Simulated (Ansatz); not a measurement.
# Ge (Fd-3m, 2 atoms in the cell): modes against biaxial strain in the (001) plane, part 2 of 2

Wanted: the shifts of the zone-centre modes of Ge (Fd-3m, 2 atoms in the cell) with strain.

Ansatz 0.2.0; DFT PBEsol, scalar-relativistic, plane waves, PAW; PAW set soft_1.

So far, highest optical mode at the zone centre (no LO-TO term) (cm⁻¹): step 4 (zone-centre response at rest) 289.

**5. Relaxation of a member: biaxial strain of +1 % in the (001) plane**

The cell takes a biaxial strain of +1 % in the (001) plane. The strained lengths are held, while the rest of the cell and the atoms relax.

File input.yaml:

```yaml
crystal:
  lattice:
    - [0.0, 2.8661499588, 2.8377722365]
    - [2.8661499588, 0.0, 2.8377722365]
    - [2.8661499588, 2.8661499588, 0.0]
  atoms:
    - { symbol: Ge, position: [0.4999723089, 0.4999723089, 0.4999723089] }
    - { symbol: Ge, position: [0.7500276911, 0.7500276911, 0.7500276911] }
  conventional_axes: [[-1, 1, 1], [1, -1, 1], [1, 1, -1]]
kpoints:
  mp_grid: { grid: [12, 12, 12], shift: [0.5, 0.5, 0.5] }
hamiltonian:
  xc: pbesol
  pseudopotentials: { kind: paw, azcp: { folder: soft_1 }, xc_functional: pbe }
scf:
  occupations: { method: gaussian, width: 0.015 }
output:
  forces: true
  stress: true
  eigenvalues: true
relax:
  adjacent_minimum: "off"
  f_tol: 0.001
  max_steps: 60
  cell: { stress_tol: 0.01, fix: [a, b, angles] }
```

Run with:

```bash
$ ansatz run input.yaml --threads 4 --pin off --max-ram 10240MiB --backend cpu --events-out ev --progress --plain --runs-dir out
```

Numbers of over 12 decimals in the logs are rounded to 6 here.

Log:

```text
[...]
Crystal: 2 atoms, lattice volume = 46.624 Å³
Basis set: ecut = 420 eV, 925 PW (Γ), exchange–correlation on 54×54×60 points (8 copies of the dense FFT grid, shifted against one another)
Bands: 18, of which v1, the nominal top of the filled ones, is band 14 counted from 1 (13 counted from 0)
Symmetry: 4 space group operations
[...]
k-points: 468 of 1728
[...]
k-point 467: bands = [... 10 lower, -2.3921, 0.6223, 5.9154, 6.6832, 8.9364, 11.6715, 12.1073, 15.4136]
--- Relaxed structure (3 steps of the walk, 3 accepted, 1 SCFs on fresh bases) ---
[...]
cell:  # Å, volume = 46.2689 Å³
    - [0, 2.8661499588, 2.816189]
    - [2.8661499588, 0, 2.816189]
    - [2.8661499588, 2.8661499588, 0]
  atoms:
    - { symbol: Ge, position: [0.499975, 0.499975, 0.499956] }
    - { symbol: Ge, position: [0.750025, 0.750025, 0.750044] }
[key lines of the parts left out:]
SCF converged after 5 iterations
Free energy (F): -8507.004145 eV
Fermi energy:    8.154770 eV
P = ⅓ Tr σ = -0.8079 GPa (-8.079 kbar)
```

It took 19 s on 4 threads of Arm Neoverse V2, shared host; peak memory 0.65 GiB.

Step by step:

| step | energy less that of the first step (eV) | largest force component (eV/Å) | pressure (GPa) | volume (Å³) |
| --- | --- | --- | --- | --- |
| 1 | 0.0000 | 0.0010 | -1.28 | 46.62 |
| 2 | -0.0010 | 0.0005 | -0.84 | 46.29 |
| 3 | -0.0010 | 0.0001 | -0.81 | 46.27 |
| 4* | -0.0009 | 0.0001 | -0.81 | 46.27 |

Relaxation steps marked * repeat the geometry before them on a plane-wave basis chosen anew for their cell, so energy and pressure can jump there.

Forces are held to the 4 operations that the run works with; a distortion that breaks them can't arise in this run.

| cell as run | before | after | change |
| --- | --- | --- | --- |
| a (Å) | 4.033 | 4.018 | -0.4 % |
| b (Å) | 4.033 | 4.018 | -0.4 % |
| c (Å) | 4.053 | 4.053 | -0.0 % |
| α (°) | 59.84 | 59.71 | -0.2 % |
| β (°) | 59.84 | 59.71 | -0.2 % |
| γ (°) | 60.33 | 60.58 | +0.4 % |
| volume (Å³/atom) | 23.31 | 23.13 | -0.8 % |

Final coordinates:

```xyz
2
Lattice="0.0000 2.8661 2.8162 2.8661 0.0000 2.8162 2.8661 2.8661 0.0000" Properties=species:S:1:pos:R:3 pbc="T T T"
Ge    2.8660    2.8660    2.8160
Ge    4.2994    4.2994    4.2244
```

This step gave:

| Property | Result |
| --- | --- |
| pressure | -0.8079 GPa |
| volume per atom | 23.13 Å³ |
| gap on the k-mesh | 0.06307 eV |

The largest force component left is 0.084 meV/Å.

**6. Modes of this member: biaxial strain of +1 % in the (001) plane**

The zone-centre modes follow for biaxial strain of +1 % in the (001) plane.

input.yaml, the sections that differ from step 5:

```yaml
crystal:
  lattice:
    - [0.0, 2.8661499588, 2.8161887333]
    - [2.8661499588, 0.0, 2.8161887333]
    - [2.8661499588, 2.8661499588, 0.0]
  atoms:
    - { symbol: Ge, position: [0.4999750143, 0.4999750143, 0.4999562117] }
    - { symbol: Ge, position: [0.7500249857, 0.7500249857, 0.7500437883] }
output:
  eigenvalues: true
phonons:
  method: dfpt
# kpoints, hamiltonian, scf: as in step 5
# relax: removed
```

Log:

```text
[...]
Crystal: 2 atoms, lattice volume = 46.269 Å³
Basis set: ecut = 420 eV, 925 PW (Γ), exchange–correlation on 64×64×64 points (8 copies of the dense FFT grid, shifted against one another)
Bands: 18, of which v1, the nominal top of the filled ones, is band 14 counted from 1 (13 counted from 0)
Symmetry: 4 space group operations
k-points: 864 of 1728 (irreducible under 1 space group operation, time reversal used)
[...]
SCF iter   1: F=—  HF=-8507.071638 eV  |F-HF|=—  |Δ(HF+E_count)|=         —  Δρ=3.43e-2  dr2=4.32e-1  ethr=3.10e-3  ⟨swp⟩=6.0  Hψ=71496  notcnv=0
[...]
SCF iter   8: F=-8507.004145 eV  HF=-8507.004145 eV  |F-HF|=5.46e-12  |Δ(HF+E_count)|=  2.75e-10  Δρ=1.42e-7  dr2=4.78e-12  ethr=1.00e-12  ⟨swp⟩=4.0  Hψ=72968  notcnv=0
SCF 1 converged in 8 iterations: F = -8507.004145 eV  dr2 = 4.78e-12
[...]
DFPT response loops at Γ: preconditioner auto → Kerker (q_TF=auto, 2.509 Å⁻¹) (partly filled bands, converged f_vac=0.066); β = 1.00, the filter's whole step (`scf.mixing.beta` (0.50) is not read by the response loops under this deck's `scf.mixing.preconditioner`; to damp them name `kerker` or `kerker_dos`, under which they read `scf.mixing.beta`, and type it under 1.00, their step now; both keys bind the ground state too); Broyden in place of MSR1
SCF converged after 8 iterations
Free energy (F): -8507.004145 eV
[...]
Internal energy: -8507.004145 eV  (E = F + TS)
E sigma→0 (E₀):  -8507.004145 eV
Entropy (-TS):   -0.000000 eV (-0.000 meV/atom)
Fermi energy:    8.154770 eV
[...]
--- Band table (eV; the first three rows and the last of 864) ---
  k-point 0: bands = [... 10 lower, -4.4814, 7.2896, 8.0368, 8.1232, 8.6174, 10.6494, 10.7316, 10.7473]
  k-point 1: bands = [... 10 lower, -4.3716, 6.1393, 7.6839, 7.9578, 9.1656, 10.8480, 10.9443, 11.3395]
  k-point 2: bands = [... 10 lower, -4.0995, 4.6339, 7.2403, 7.6371, 9.1205, 11.2498, 11.5132, 12.4438]
  k-point 863: bands = [... 10 lower, -2.4477, 0.6150, 6.4507, 6.7577, 8.4399, 11.7241, 11.9435, 15.1818]
--- Phonons (Γ-DFPT): 2 representative perturbations + reference, on 864 of 1728 k-points (Σ response iterations 6) ---
  k mesh reduced under 1 symmetry operation, with k and −k counted as one. Each operation leaves every solved perturbation unchanged. A smaller set is not used because it would not reduce the number of displacements times k-points to solve
  ASR residual: 9.796e-6 → 0.000e0 eV/Å²; symmetrization residual: 3.046e-6 eV/Å²
  ASR residual per site (eV/Å²): 9.80e-6 9.80e-6
  Γ frequencies (cm⁻¹): 0.00 0.00 0.00 284.02 284.77 285.02
[...]
```

The job ended after 48 s (4 threads; peak memory 2.2 GiB).

Numbers from this step:

* sum-rule residual before enforcement: 9.80e-6 eV/Å²
* highest optical mode at the zone centre (no LO-TO term): 285.0 cm⁻¹
* lowest optical zone-centre mode: 284.0 cm⁻¹

Patterns of degenerate modes are one choice out of their space. Modes at Γ:

| mode | frequency (cm⁻¹) |
| --- | --- |
| 1 | 0.0 |
| 2 | 0.0 |
| 3 | 0.0 |
| 4 | 284.0 |
| 5 | 284.8 |
| 6 | 285.0 |

The lowest optical mode is real, 284 cm⁻¹, and the highest lies at 285.0 cm⁻¹.

**7. Relaxation of a member: biaxial strain of -3 % in the (001) plane**

The cell takes a biaxial strain of -3 % in the (001) plane. The strained lengths are held, while the rest of the cell and the atoms relax.

input.yaml, the sections that differ from step 6:

```yaml
crystal:
  lattice:
    - [0.0, 2.7526390693, 2.8803330704]
    - [2.7526390693, 0.0, 2.8803330704]
    - [2.7526390693, 2.7526390693, 0.0]
  atoms:
    - { symbol: Ge, position: [0.4999697252, 0.4999697252, 0.4999930461] }
    - { symbol: Ge, position: [0.7500302748, 0.7500302748, 0.7500069539] }
  conventional_axes: [[-1, 1, 1], [1, -1, 1], [1, 1, -1]]
output:
  forces: true
  stress: true
  eigenvalues: true
relax:
  adjacent_minimum: "off"
  f_tol: 0.001
  max_steps: 60
  cell: { stress_tol: 0.01, fix: [a, b, angles] }
# kpoints, hamiltonian, scf: as in step 6
# phonons: removed
```

Log:

```text
[...]
Crystal: 2 atoms, lattice volume = 43.649 Å³
Basis set: ecut = 420 eV, 885 PW (Γ), exchange–correlation on 54×54×54 points (8 copies of the dense FFT grid, shifted against one another)
Bands: 18, of which v1, the nominal top of the filled ones, is band 14 counted from 1 (13 counted from 0)
Symmetry: 4 space group operations
[...]
k-points: 468 of 1728
[...]
k-point 467: bands = [... 10 lower, -1.9700, 1.0791, 6.5902, 7.1713, 9.6745, 12.4835, 12.7744, 16.2259]
--- Relaxed structure (3 steps of the walk, 3 accepted, 1 SCFs on fresh bases) ---
[...]
cell:  # Å, volume = 43.9703 Å³
    - [0, 2.7526390693, 2.901556]
    - [2.7526390693, 0, 2.901556]
    - [2.7526390693, 2.7526390693, 0]
  atoms:
    - { symbol: Ge, position: [0.499969, 0.499969, 0.500000] }
    - { symbol: Ge, position: [0.750031, 0.750031, 0.750000] }
[key lines of the parts left out:]
SCF converged after 5 iterations
Free energy (F): -8506.972766 eV
Fermi energy:    8.937042 eV
P = ⅓ Tr σ = 2.8446 GPa (28.446 kbar)
```

Wall time 16 s (4 threads); peak memory 0.6 GiB.

Step by step:

| step | energy less that of the first step (eV) | largest force component (eV/Å) | pressure (GPa) | volume (Å³) |
| --- | --- | --- | --- | --- |
| 1 | 0.0000 | 0.0005 | 3.45 | 43.65 |
| 2 | -0.0010 | 0.0004 | 2.89 | 43.94 |
| 3 | -0.0010 | 0.0000 | 2.84 | 43.97 |
| 4* | -0.0010 | 0.0000 | 2.84 | 43.97 |

Relaxation steps marked * repeat the geometry before them on a plane-wave basis chosen anew for their cell, so energy and pressure can jump there.

The run keeps the 4 symmetry operations that it works with, so distortions that break them were not tested.

| conventional cell, symmetrised | before | after | change |
| --- | --- | --- | --- |
| a (Å) | 3.893 | 3.893 | -0.0 % |
| b (Å) | 3.893 | 3.893 | -0.0 % |
| c (Å) | 5.761 | 5.803 | +0.7 % |
| volume (Å³/atom) | 21.82 | 21.99 | +0.7 % |

The relaxed structure:

```xyz
2
Lattice="0.0000 2.7526 2.9016 2.7526 0.0000 2.9016 2.7526 2.7526 0.0000" Properties=species:S:1:pos:R:3 pbc="T T T"
Ge    2.7526    2.7526    2.9014
Ge    4.1290    4.1290    4.3525
```

This step gave:

* pressure: 2.845 GPa
* volume per atom: 21.99 Å³
* gap on the k-mesh: 0.06471 eV

The largest force component left is 0.0044 meV/Å.

**8. Modes of this member: biaxial strain of -3 % in the (001) plane**

The zone-centre modes follow for biaxial strain of -3 % in the (001) plane.

input.yaml, the sections that differ from step 7:

```yaml
crystal:
  lattice:
    - [0.0, 2.7526390693, 2.9015561824]
    - [2.7526390693, 0.0, 2.9015561824]
    - [2.7526390693, 2.7526390693, 0.0]
  atoms:
    - { symbol: Ge, position: [0.4999693415, 0.4999693415, 0.4999999193] }
    - { symbol: Ge, position: [0.7500306585, 0.7500306585, 0.7500000807] }
output:
  eigenvalues: true
phonons:
  method: dfpt
# kpoints, hamiltonian, scf: as in step 7
# relax: removed
```

Log:

```text
[...]
Crystal: 2 atoms, lattice volume = 43.970 Å³
Basis set: ecut = 420 eV, 901 PW (Γ), exchange–correlation on 64×64×64 points (8 copies of the dense FFT grid, shifted against one another)
Bands: 18, of which v1, the nominal top of the filled ones, is band 14 counted from 1 (13 counted from 0)
Symmetry: 4 space group operations
k-points: 864 of 1728 (irreducible under 1 space group operation, time reversal used)
[...]
k-point 1: bands = [... 10 lower, -4.0701, 6.9718, 8.0445, 8.8443, 10.1227, 11.4510, 11.4662, 12.4088]
  k-point 2: bands = [... 10 lower, -3.7799, 5.3253, 7.6196, 8.5370, 9.9793, 11.9270, 12.0991, 13.5047]
  k-point 863: bands = [... 10 lower, -2.0261, 1.0589, 6.9939, 7.4090, 9.2121, 12.4776, 12.6602, 15.9297]
[...]
ASR residual: 2.534e-5 → 0.000e0 eV/Å²; symmetrization residual: 2.392e-6 eV/Å²
  ASR residual per site (eV/Å²): 2.53e-5 2.53e-5
  Γ frequencies (cm⁻¹): 0.00 0.00 0.00 298.27 298.43 302.32
[...]
[key lines of the parts left out:]
SCF converged after 8 iterations
Free energy (F): -8506.972766 eV
Fermi energy:    8.937041 eV
```

The job ended after 44 s (4 threads; peak memory 2.1 GiB; 2.7 min of CPU time).

Numbers from this step:

```
sum-rule residual before enforcement                    : 2.53e-5 eV/Å²
highest optical mode at the zone centre (no LO-TO term) : 302.3 cm⁻¹
lowest optical zone-centre mode                         : 298.3 cm⁻¹
```

Patterns of degenerate modes are one choice out of their space. Modes at Γ:

| mode | frequency (cm⁻¹) |
| --- | --- |
| 1 | 0.0 |
| 2 | 0.0 |
| 3 | 0.0 |
| 4 | 298.3 |
| 5 | 298.4 |
| 6 | 302.3 |

The lowest optical mode is real, 298 cm⁻¹, and the highest lies at 302.3 cm⁻¹.

Between step 4 and this run (strain -3 %) the value for the highest optical mode at the zone centre (no LO-TO term) moves from 289 cm⁻¹ to 302 cm⁻¹ (+5 %).

**9. All members side by side**

The members are set side by side, also those not shown above.

Stress is positive in compression; energies are extrapolated to zero smearing, and E0 is that at rest; members with a gap under 0.05 eV are left out; the edges not held and the atoms are relaxed in each cell; all runs use 12×12×12 k points and Gaussian smearing of 0.015 eV. State of the crystal along the series:

| strain (%) | in-plane stress (GPa) | free strain along [001] (%) | E - E0 (meV/atom) |
| --- | --- | --- | --- |
| -3 | 4.265 | 2.248 | 17.44 |
| -2 | 2.733 | 1.5 | 7.561 |
| -1 | 1.313 | 0.7503 | 1.842 |
| 0 | -0.001277 | 0 | 0 |
| 1 | -1.211 | -0.7606 | 1.754 |

Optical modes are counted from below at rest and tracked from member to member by their patterns, and modes that stay within 0.3 cm⁻¹ of each other stand once; labels, where given, are those at rest; members with a gap under 0.05 eV are left out; the edges not held and the atoms are relaxed in each cell; all runs use 12×12×12 k points and Gaussian smearing of 0.015 eV. Optical modes along the series:

| strain (%) | optical mode 1, singlet (cm⁻¹) | optical mode 2, doublet (cm⁻¹) |
| --- | --- | --- |
| -3 | 302.3 | 298.4 |
| -2 | 297.8 | 295.4 |
| -1 | 293.2 | 292.1 |
| 0 | 288.6 | 288.6 |
| 1 | 284 | 284.8 |

Value and slope at zero strain of a cubic (a lower polynomial where under five rows exist) through the rows within 2 % of rest. Slopes at rest:

| mode | frequency (cm⁻¹) | shift per percent of strain (cm⁻¹) | shift per GPa of compressive stress (cm⁻¹) |
| --- | --- | --- | --- |
| optical mode 1, singlet | 288.6 | -4.57 | 3.62 |
| optical mode 2, doublet | 288.6 | -3.68 | 2.92 |

**10. Summary of results**

| Item | Value |
| --- | --- |
| members | 5 |
| highest optical mode at the zone centre (no LO-TO term), at rest | 288.6 cm⁻¹ |
| biaxial modulus in the (001) plane | 126 GPa |
| optical mode 1, singlet, shift per percent | -4.57 cm⁻¹ |
| optical mode 2, doublet, shift per percent | -3.68 cm⁻¹ |

**Reading.** The stress changes by 1.26 GPa for each percent, a biaxial modulus of 126 GPa in the (001) plane. For each percent the free edge responds with -0.76 %. The strain lowers the symmetry: the level at 288.6 cm⁻¹ splits, into 302.3 and 298.4 cm⁻¹ at -3 %. The fastest shift in the table of slopes is -4.6 cm⁻¹ for each percent (optical mode 1, singlet), or 3.6 cm⁻¹ for each GPa of compressive stress. For small strain, the measured shift of a line that Raman or infrared light can see, divided by its slope, estimates the stress, if the state of stress is of this kind. At strain (%) -4, 2, 3 and 4 the gap on the mesh is under 0.05 eV, where mesh and smearing no longer suit, so these members are left out. These are harmonic frequencies at zero temperature: anharmonic shifts, linewidths and thermal expansion are left out. The PAW files were made for PBE; the program adapts parts of them to the functional of the run, but their partial waves stay those of PBE, an approximation that was not tested in this session. Only the zone centre was solved, so an instability at another wavevector cannot show here. The k mesh is shifted off Γ, so the gap on the mesh misses a band edge that lies there. The shift also lowers the symmetry that the program can use, which splits degenerate modes slightly; labels are left out.

[Logs are printed without paths, hosts, clocks, repeated set-up lines and the standing remarks that a program may print on its own settings, such as how far it seeks lower states.]

[Hosts, paths, dates, database ids (printed as entryN), source tags and the programs' standing remarks are cut or masked in the printed files.]
